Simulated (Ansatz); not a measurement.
# Meshes and cutoff for the phonons of Ta (Im-3m, 1 atom in the cell), part 2 of 3

Aim: how dense must the meshes and how high the cutoff be for the phonons of Ta (Im-3m, 1 atom in the cell)?

Ansatz 0.2.0; DFT PBEsol, scalar-relativistic, plane waves, PAW.

So far, highest frequency on the path or at a solved wavevector (cm⁻¹): 168 in steps 3, 4 and 6. The relaxed cell has a = 3.282 Å (conventional setting).

### 7. Side by side

Times are for 4 threads of Arm Neoverse V1, shared host. Results by setting:

```
no.  q mesh    k-mesh  mean frequency (cm⁻¹)  lowest frequency on the path (cm⁻¹)    time  memory (GiB)
  1   2×2×2  20×20×20                  122.6                                    0    21 s           1.2
  2   3×3×3  21×21×21                  115.3                                    0    68 s           2.2
  3   6×6×6  24×24×24                  115.9                                    0  15 min           4.4
```

The runs together. The phonon density of states by wavenumber; read off at these points; values in 1/cm⁻¹/cell:

```
wavenumber (cm⁻¹)  2×2×2, 20×20×20  3×3×3, 21×21×21  6×6×6, 24×24×24
              1.0                0                0                0
              7.0           4.0e-5           2.0e-5           4.0e-5
             13.0           1.7e-4           7.0e-5           2.2e-4
             19.0           4.2e-4           2.5e-4           5.3e-4
             23.0           6.3e-4           3.5e-4           8.2e-4
             29.0          0.00101           6.0e-4          0.00146
             35.0          0.00151           9.0e-4          0.00241
             41.0          0.00212          0.00132          0.00373
             47.0          0.00282          0.00183          0.00531
             53.0          0.00373          0.00251           0.0068
             59.0          0.00479          0.00341          0.00807
             63.0           0.0056          0.00416          0.00881
             69.0          0.00711           0.0057           0.0100
             75.0          0.00896          0.00827           0.0114
             81.0           0.0113           0.0394           0.0147
             87.0           0.0148           0.0361           0.0215
             93.0           0.0223           0.0243           0.0466
             99.0           0.0247           0.0261           0.0332
            105.0           0.0266           0.0286           0.0252
            109.0           0.0283           0.0307           0.0235
            115.0           0.0310           0.0352           0.0240
            121.0           0.0310           0.0427           0.0278
            127.0           0.0317           0.0403           0.0255
            133.0           0.0441           0.0382           0.0266
            139.0           0.0763           0.0377           0.0406
            141.0           0.0798           0.0379           0.0599
            145.0           0.0573           0.0384           0.0875
            149.0           0.0416           0.0332           0.0668
            155.0           0.0265           0.0292           0.0134
            161.0           0.0168                -           0.0101
            167.0          0.00346                -          0.00398
```

The runs together, line C_V. C_V against temperature; values in J/mol-atom/K:

```
temperature (K)  2×2×2, 20×20×20  3×3×3, 21×21×21  6×6×6, 24×24×24
              0                0                0                0
             50             10.0             11.0             11.0
            100             19.2             19.8             19.7
            150             22.2             22.5             22.4
            200             23.3             23.5             23.5
            250             23.9             24.0             24.0
            300             24.2             24.3             24.3
            350             24.4             24.5             24.4
            400             24.5             24.6             24.6
            450             24.6             24.6             24.6
            500             24.7             24.7             24.7
            550             24.7             24.7             24.7
            600             24.8             24.8             24.8
            650             24.8             24.8             24.8
            700             24.8             24.8             24.8
            750             24.8             24.8             24.8
            800             24.8             24.8             24.8
            850             24.8             24.9             24.9
            900             24.9             24.9             24.9
            950             24.9             24.9             24.9
           1000             24.9             24.9             24.9
```

### 8. Another k mesh, k-mesh 6×6×6, q mesh 2×2×2

The k mesh is changed to 6×6×6 on a small fixed q mesh, to find the coarsest that serves.

input.yaml

```yaml
crystal:
  lattice:
    - [-1.6408842579, 1.6408842579, 1.6408842579]
    - [1.6408842579, -1.6408842579, 1.6408842579]
    - [1.6408842579, 1.6408842579, -1.6408842579]
  atoms:
    - { symbol: Ta, position: [0.0, 0.0, 0.0] }
kpoints:
  mp_grid: { grid: [6, 6, 6] }
hamiltonian:
  xc: pbesol
scf:
  occupations: { method: methfessel_paxton, width: 0.2 }
output:
  eigenvalues: true
phonons:
  method: dfpt
  qmesh: [2, 2, 2]
  temperatures: { t_max: 1000, t_step: 50 }
  qpath:
    path:
      - [[0.0, 0.0, 0.0], [0.5, -0.5, 0.5], [0.0, 0.0, 0.5], [0.0, 0.0, 0.0], [0.25, 0.25, 0.25], [0.5, -0.5, 0.5]]
      - [[0.25, 0.25, 0.25], [0.0, 0.0, 0.5]]
    npoints: 10
```

The run is started by

```bash
ansatz run input.yaml --threads 4 --pin off --max-ram 7168MiB --backend cpu --events-out ev --progress --plain --runs-dir out
```

Numbers of over 12 decimals in the logs are rounded to 6 here.

The log of the run:

```text
[...]
Crystal: 1 atoms, lattice volume = 17.672 Å³
Basis set: ecut = 420 eV, 369 PW (Γ), exchange–correlation on 40×40×40 points (8 copies of the dense FFT grid, shifted against one another)
Bands: 11, of which v1, the nominal top of the filled ones, is band 7 counted from 1 (6 counted from 0)
Symmetry: 48 space group operations
k-points: 16 of 216
[...]
SCF iter   1: F=—  HF=-9806.415204 eV  |F-HF|=—  |Δ(HF+E_count)|=         —  Δρ=1.92e-3  dr2=1.42e-4  ethr=1.77e-3  ⟨swp⟩=5.2  Hψ=947  notcnv=0
[...]
SCF iter   8: F=-9806.415342 eV  HF=-9806.415342 eV  |F-HF|=3.64e-12  |Δ(HF+E_count)|=  7.28e-12  S|Δr|=    0.00e0  Δρ=2.98e-7  dr2=4.85e-12  ethr=1.00e-12  ⟨swp⟩=5.4  Hψ=650  notcnv=0
SCF 1 converged in 8 iterations: F = -9806.415342 eV  dr2 = 4.85e-12
[...]
SCF converged after 8 iterations
[...]
Free energy (F): -9806.415342 eV
[...]
Internal energy: -9806.398111 eV  (E = F + TS)
E sigma→0 (E₀):  -9806.411034 eV
Entropy (-TS):   -0.017231 eV (-17.231 meV/atom)
Fermi energy:    18.853152 eV
[...]
--- Band table (eV; the first three rows and the last of 16) ---
  k-point 0: bands = [... 3 lower, -14.0421, 10.8950, 19.5913, 19.5913, 19.5913, 22.9295, 22.9295, 33.5885]
  k-point 1: bands = [... 3 lower, -14.0442, 12.0740, 18.8804, 19.2127, 20.8175, 22.2322, 22.9721, 34.3600]
  k-point 2: bands = [... 3 lower, -14.0484, 14.1092, 17.7410, 18.8972, 22.7030, 23.3993, 24.0889, 32.4768]
  k-point 15: bands = [... 3 lower, -14.9164, 14.9471, 14.9471, 25.8711, 25.8711, 25.8711, 27.6576, 27.6576]
[...]
ASR residual: 1.413e-4 → 0.000e0 eV/Å²; symmetrization residual: 4.547e-13 eV/Å²
  ASR residual per site (eV/Å²): 1.41e-4
  Γ frequencies (cm⁻¹): 0.00 0.00 0.00
--- Phonons (arbitrary-q DFPT): 3 irreducible q on the 2×2×2 mesh ---
[...]
interpolated dispersion: 62 rows × 3 modes
[...]
zero-point energy: 0.015409 eV/cell   skipped modes (ω ≤ 0): 5, of them read as no rigid motion or as one in doubt: 2 (6.827e-4 modes/cell left out, lowest -4.61 cm⁻¹)   left out of the sums: 2.84e-4 of the cell's modes: C_V's classical limit lies that fraction below 3 k_B per atom; for a crystal, a wire or a layer, F and S can be off by more, and a phonons.interpolated_qmesh denser along its periods is the remedy for the sampling
```

Elapsed: 1.5 s, on 4 threads of Arm Neoverse V1, shared host; peak memory 0.34 GiB.

The run finished; it serves as a test, and its numbers are not taken as the result.

### 9. Another k mesh, k-mesh 10×10×10, q mesh 2×2×2

The k mesh is changed to 10×10×10 on a small fixed q mesh, to find the coarsest that serves.

input.yaml: that of step 8 with these lines changed.

```diff
@@ -8,3 +8,3 @@
 kpoints:
-  mp_grid: { grid: [6, 6, 6] }
+  mp_grid: { grid: [10, 10, 10] }
 hamiltonian:
```

The log of the run:

```text
[...]
Crystal: 1 atoms, lattice volume = 17.672 Å³
Basis set: ecut = 420 eV, 369 PW (Γ), exchange–correlation on 40×40×40 points (8 copies of the dense FFT grid, shifted against one another)
Bands: 11, of which v1, the nominal top of the filled ones, is band 7 counted from 1 (6 counted from 0)
Symmetry: 48 space group operations
k-points: 47 of 1000
[...]
SCF iter   1: F=—  HF=-9806.491092 eV  |F-HF|=—  |Δ(HF+E_count)|=         —  Δρ=2.99e-3  dr2=9.58e-4  ethr=1.77e-3  ⟨swp⟩=5.1  Hψ=2733  notcnv=0
[...]
SCF iter   7: F=-9806.490905 eV  HF=-9806.490905 eV  |F-HF|=5.46e-12  |Δ(HF+E_count)|=  2.00e-11  S|Δr|=    0.00e0  Δρ=2.00e-7  dr2=2.68e-12  ethr=1.00e-12  ⟨swp⟩=5.5  Hψ=1892  notcnv=0
SCF 1 converged in 7 iterations: F = -9806.490905 eV  dr2 = 2.68e-12
[...]
SCF converged after 7 iterations
[...]
Free energy (F): -9806.490905 eV
[...]
Internal energy: -9806.493707 eV  (E = F + TS)
E sigma→0 (E₀):  -9806.491606 eV
Entropy (-TS):   0.002802 eV (2.802 meV/atom)
Fermi energy:    18.877427 eV
[...]
--- Band table (eV; the first three rows and the last of 47) ---
  k-point 0: bands = [... 3 lower, -14.0696, 10.8951, 19.5753, 19.5753, 19.5753, 22.9177, 22.9177, 33.5910]
  k-point 1: bands = [... 3 lower, -14.0704, 11.3436, 19.2891, 19.4733, 20.0235, 22.5046, 22.9221, 33.9750]
  k-point 2: bands = [... 3 lower, -14.0724, 12.5216, 18.6244, 19.0071, 21.3208, 22.2031, 23.0035, 34.3617]
  k-point 46: bands = [... 3 lower, -14.9428, 14.9433, 14.9433, 25.8502, 25.8502, 25.8502, 27.6540, 27.6540]
[...]
ASR residual: 1.263e-4 → 0.000e0 eV/Å²; symmetrization residual: 1.516e-13 eV/Å²
  ASR residual per site (eV/Å²): 1.26e-4
  Γ frequencies (cm⁻¹): 0.00 0.00 0.00
--- Phonons (arbitrary-q DFPT): 3 irreducible q on the 2×2×2 mesh ---
[...]
interpolated dispersion: 62 rows × 3 modes
[...]
```

Wall time 3.6 s (4 threads); peak memory 0.41 GiB.

The run finished; it serves as a test, and its numbers are not taken as the result.

### 10. Another k mesh, k-mesh 16×16×16, q mesh 2×2×2

The k mesh is changed to 16×16×16 on a small fixed q mesh, to find the coarsest that serves.

input.yaml: that of step 9 with these lines changed.

```diff
@@ -8,3 +8,3 @@
 kpoints:
-  mp_grid: { grid: [10, 10, 10] }
+  mp_grid: { grid: [16, 16, 16] }
 hamiltonian:
```

The log of the run:

```text
[...]
Crystal: 1 atoms, lattice volume = 17.672 Å³
Basis set: ecut = 420 eV, 369 PW (Γ), exchange–correlation on 40×40×40 points (8 copies of the dense FFT grid, shifted against one another)
Bands: 11, of which v1, the nominal top of the filled ones, is band 7 counted from 1 (6 counted from 0)
Symmetry: 48 space group operations
k-points: 145 of 4096
[...]
k-point 144: bands = [... 3 lower, -14.9132, 14.9479, 14.9479, 25.8736, 25.8736, 25.8736, 27.6579, 27.6579]
[...]
ASR residual: 2.204e-4 → 0.000e0 eV/Å²; symmetrization residual: 2.797e-13 eV/Å²
  ASR residual per site (eV/Å²): 2.20e-4
  Γ frequencies (cm⁻¹): 0.00 0.00 0.00
--- Phonons (arbitrary-q DFPT): 3 irreducible q on the 2×2×2 mesh ---
[...]
interpolated dispersion: 62 rows × 3 modes
[...]
[key lines of the parts left out:]
SCF converged after 7 iterations
Free energy (F): -9806.495326 eV
Fermi energy:    18.855063 eV
```

Elapsed: 11 s, on 4 threads; peak memory 0.74 GiB.

Frequencies (cm⁻¹) solved at each irreducible wavevector; negative means imaginary. Frequencies by wavevector, by row:

```
q in reciprocal lattice units  star  mode 1  mode 2  mode 3
                        0 0 0     1       0       0       0
                     0 0 -0.5     6    90.7   134.5   143.8
               -0.5 -0.5 -0.5     1   162.4   162.4   162.4
```

Against step 4 (now k-mesh 16×16×16), the highest frequency on the path or at a solved wavevector goes from 168 to 162 cm⁻¹ (-3 %) and the mean frequency goes from 123 cm⁻¹ to 120 cm⁻¹.

### 11. Another k mesh, q mesh 2×2×2

The k mesh is changed to 20×20×20 on a small fixed q mesh, to find the coarsest that serves.

input.yaml: that of step 10 with these lines changed.

```diff
@@ -8,3 +8,3 @@
 kpoints:
-  mp_grid: { grid: [16, 16, 16] }
+  mp_grid: { grid: [20, 20, 20] }
 hamiltonian:
```

The log of the run:

```text
[...]
Crystal: 1 atoms, lattice volume = 17.672 Å³
Basis set: ecut = 420 eV, 369 PW (Γ), exchange–correlation on 40×40×40 points (8 copies of the dense FFT grid, shifted against one another)
Bands: 11, of which v1, the nominal top of the filled ones, is band 7 counted from 1 (6 counted from 0)
Symmetry: 48 space group operations
k-points: 256 of 8000
[...]
k-point 255: bands = [... 3 lower, -14.9137, 14.9478, 14.9478, 25.8733, 25.8733, 25.8733, 27.6579, 27.6579]
[...]
ASR residual: 6.128e-5 → 0.000e0 eV/Å²; symmetrization residual: 1.137e-13 eV/Å²
  ASR residual per site (eV/Å²): 6.13e-5
  Γ frequencies (cm⁻¹): 0.00 0.00 0.00
--- Phonons (arbitrary-q DFPT): 3 irreducible q on the 2×2×2 mesh ---
[...]
interpolated dispersion: 62 rows × 3 modes
[...]
[key lines of the parts left out:]
SCF converged after 8 iterations
Free energy (F): -9806.499169 eV
Fermi energy:    18.850459 eV
```

Run time: 20 s. Hardware: 4 threads; peak memory 1.2 GiB.

Frequencies (cm⁻¹) solved at each irreducible wavevector; negative means imaginary. Frequencies by wavevector, by row:

```
q in reciprocal lattice units  star  mode 1  mode 2  mode 3
                        0 0 0     1       0       0       0
                     0 0 -0.5     6    92.5   136.9   147.5
               -0.5 -0.5 -0.5     1   167.5   167.5   167.5
```

Against step 10 (now k-mesh 20×20×20), the highest frequency on the path or at a solved wavevector goes from 162 to 168 cm⁻¹ (+3 %) and the mean frequency goes from 120 cm⁻¹ to 123 cm⁻¹.

### 12. Another k mesh, k-mesh 30×30×30, q mesh 2×2×2

The k mesh is changed to 30×30×30 on a small fixed q mesh, to find the coarsest that serves.

input.yaml: that of step 11 with these lines changed.

```diff
@@ -8,3 +8,3 @@
 kpoints:
-  mp_grid: { grid: [20, 20, 20] }
+  mp_grid: { grid: [30, 30, 30] }
 hamiltonian:
```

The log of the run:

```text
[...]
Crystal: 1 atoms, lattice volume = 17.672 Å³
Basis set: ecut = 420 eV, 369 PW (Γ), exchange–correlation on 40×40×40 points (8 copies of the dense FFT grid, shifted against one another)
Bands: 11, of which v1, the nominal top of the filled ones, is band 7 counted from 1 (6 counted from 0)
Symmetry: 48 space group operations
k-points: 752 of 27000
[...]
k-point 751: bands = [... 3 lower, -14.9113, 14.9481, 14.9481, 25.8751, 25.8751, 25.8751, 27.6582, 27.6582]
[...]
ASR residual: 5.345e-5 → 0.000e0 eV/Å²; symmetrization residual: 6.063e-13 eV/Å²
  ASR residual per site (eV/Å²): 5.35e-5
  Γ frequencies (cm⁻¹): 0.00 0.00 0.00
--- Phonons (arbitrary-q DFPT): 3 irreducible q on the 2×2×2 mesh ---
[...]
interpolated dispersion: 62 rows × 3 modes
[...]
[key lines of the parts left out:]
SCF converged after 8 iterations
Free energy (F): -9806.499029 eV
Fermi energy:    18.858767 eV
```

The job ended after 66 s (4 threads; peak memory 3.1 GiB).

### 13. The series together

Times are for 4 threads of Arm Neoverse V1, shared host. The series side by side:

```
no.    k-mesh  lowest mode on the q mesh (acoustic modes at Γ apart) (cm⁻¹)  highest frequency on the path or at a solved wavevector (cm⁻¹)  time  memory (GiB)
  1  16×16×16                                                         90.73                                                           162.4  11 s          0.74
  2  20×20×20                                                         92.55                                                           167.5  20 s           1.2
  3  30×30×30                                                         93.46                                                           168.2  66 s           3.1
```

The runs together. The phonon density of states by wavenumber; read off at these points; values in 1/cm⁻¹/cell:

```
wavenumber (cm⁻¹)  16×16×16  20×20×20  30×30×30
              1.0         0         0         0
              5.0    2.0e-5    2.0e-5    2.0e-5
              9.0    6.0e-5    6.0e-5    6.0e-5
             15.0    2.3e-4    2.2e-4    2.0e-4
             19.0    4.5e-4    4.2e-4    4.0e-4
             23.0    6.6e-4    6.3e-4    5.9e-4
             27.0    9.0e-4    8.5e-4    8.0e-4
             31.0   0.00126    0.0012   0.00111
             37.0   0.00179    0.0017    0.0016
             41.0   0.00224   0.00212   0.00201
             45.0   0.00273   0.00257   0.00244
             49.0   0.00332   0.00311   0.00295
             53.0   0.00397   0.00373   0.00355
             57.0   0.00469   0.00437   0.00417
             63.0     0.006    0.0056   0.00537
             67.0   0.00711   0.00659   0.00627
             71.0    0.0082   0.00761   0.00731
             75.0   0.00975   0.00896   0.00854
             79.0    0.0114    0.0104    0.0100
             85.0    0.0150    0.0134    0.0128
             89.0    0.0189    0.0164    0.0156
             93.0    0.0241    0.0223    0.0205
             97.0    0.0255    0.0240    0.0238
            101.0    0.0268    0.0253    0.0250
            107.0    0.0293    0.0275    0.0271
            111.0    0.0311    0.0291    0.0288
            115.0    0.0333    0.0310    0.0306
            119.0    0.0315    0.0330    0.0327
            123.0    0.0316    0.0302    0.0299
            127.0    0.0363    0.0317    0.0304
            133.0    0.0568    0.0441    0.0387
            137.0    0.0879    0.0668    0.0518
            141.0    0.0644    0.0798    0.0834
            145.0    0.0459    0.0573    0.0667
            149.0    0.0325    0.0416    0.0452
            155.0    0.0204    0.0265    0.0284
            159.0    0.0128    0.0199    0.0214
            163.0    3.4e-4    0.0135    0.0149
```

The runs together, line C_V. The C_V by temperature; values in J/mol-atom/K:

```
temperature (K)  16×16×16  20×20×20  30×30×30
              0         0         0         0
             50      10.4      10.0      9.87
            100      19.5      19.2      19.2
            150      22.3      22.2      22.1
            200      23.4      23.3      23.3
            250      23.9      23.9      23.9
            300      24.2      24.2      24.2
            350      24.4      24.4      24.4
            400      24.5      24.5      24.5
            450      24.6      24.6      24.6
            500      24.7      24.7      24.7
            550      24.7      24.7      24.7
            600      24.8      24.8      24.8
            650      24.8      24.8      24.8
            700      24.8      24.8      24.8
            750      24.8      24.8      24.8
            800      24.8      24.8      24.8
            850      24.9      24.8      24.8
            900      24.9      24.9      24.9
            950      24.9      24.9      24.9
           1000      24.9      24.9      24.9
```

### 14. Another cutoff, cutoff 170 eV, q mesh 2×2×2

The cutoff is set to 170 eV on a small fixed q mesh.

input.yaml: that of step 12 with these lines changed.

```diff
@@ -8,3 +8,3 @@
 kpoints:
-  mp_grid: { grid: [30, 30, 30] }
+  mp_grid: { grid: [20, 20, 20] }
 hamiltonian:
@@ -24 +24,3 @@
     npoints: 10
+basis:
+  ecutwfc: 170
```

The log of the run:

```text
Warning: basis.ecutwfc = 170 eV is below the records' recommended 420 eV, and the density's cutoff is lower with it unless basis.ecutrho_ratio is high enough to keep the records' density cutoff: compare with a run at a higher cutoff
[...]
Crystal: 1 atoms, lattice volume = 17.672 Å³
Basis set: ecut = 170 eV, 87 PW (Γ), exchange–correlation on 30×30×30 points (8 copies of the dense FFT grid, shifted against one another)
Bands: 11, of which v1, the nominal top of the filled ones, is band 7 counted from 1 (6 counted from 0)
Symmetry: 48 space group operations
k-points: 256 of 8000
[...]
SCF iter   1: F=—  HF=-9802.512463 eV  |F-HF|=—  |Δ(HF+E_count)|=         —  Δρ=7.07e-2  dr2=4.39e-1  ethr=1.77e-3  ⟨swp⟩=3.9  Hψ=12591  notcnv=0
[...]
SCF iter   7: F=-9802.265457 eV  HF=-9802.265457 eV  |F-HF|=1.82e-12  |Δ(HF+E_count)|=  5.46e-12  S|Δr|=    0.00e0  Δρ=5.60e-8  dr2=2.10e-13  ethr=1.00e-12  ⟨swp⟩=5.2  Hψ=9600  notcnv=0
SCF 1 converged in 7 iterations: F = -9802.265457 eV  dr2 = 2.10e-13
[...]
SCF converged after 7 iterations
[...]
Free energy (F): -9802.265457 eV
[...]
Internal energy: -9802.267207 eV  (E = F + TS)
E sigma→0 (E₀):  -9802.265895 eV
Entropy (-TS):   0.001749 eV (1.749 meV/atom)
Fermi energy:    19.008577 eV
[...]
--- Band table (eV; the first three rows and the last of 256) ---
  k-point 0: bands = [... 3 lower, -14.5216, 10.9499, 19.6786, 19.6786, 19.6786, 22.9664, 22.9664, 33.7303]
  k-point 1: bands = [... 3 lower, -14.4527, 11.0688, 19.6036, 19.6971, 19.8631, 22.8409, 22.9688, 33.8377]
  k-point 2: bands = [... 3 lower, -14.5066, 11.4083, 19.3941, 19.6105, 20.1981, 22.5631, 22.9817, 34.1264]
  k-point 255: bands = [... 3 lower, -15.3926, 14.9650, 14.9650, 26.1034, 26.1034, 26.1034, 28.2235, 28.2235]
[...]
ASR residual: 3.159e-5 → 0.000e0 eV/Å²; symmetrization residual: 1.303e-14 eV/Å²
  ASR residual per site (eV/Å²): 3.16e-5
  Γ frequencies (cm⁻¹): 0.00 0.00 0.00
--- Phonons (arbitrary-q DFPT): 3 irreducible q on the 2×2×2 mesh ---
[...]
interpolated dispersion: 62 rows × 3 modes
[...]
```

Wall time 10 s (4 threads); peak memory 0.76 GiB; 36 s of CPU time.

The run finished; it serves as a test, and its numbers are not taken as the result.

(Continued in part 3 of 3.)

[Logs are printed without paths, hosts, clocks, repeated set-up lines and the standing remarks that a program may print on its own settings, such as how far it seeks lower states.]

[Hosts, paths, dates, database ids (printed as entryN), source tags and the programs' standing remarks are cut or masked in the printed files.]
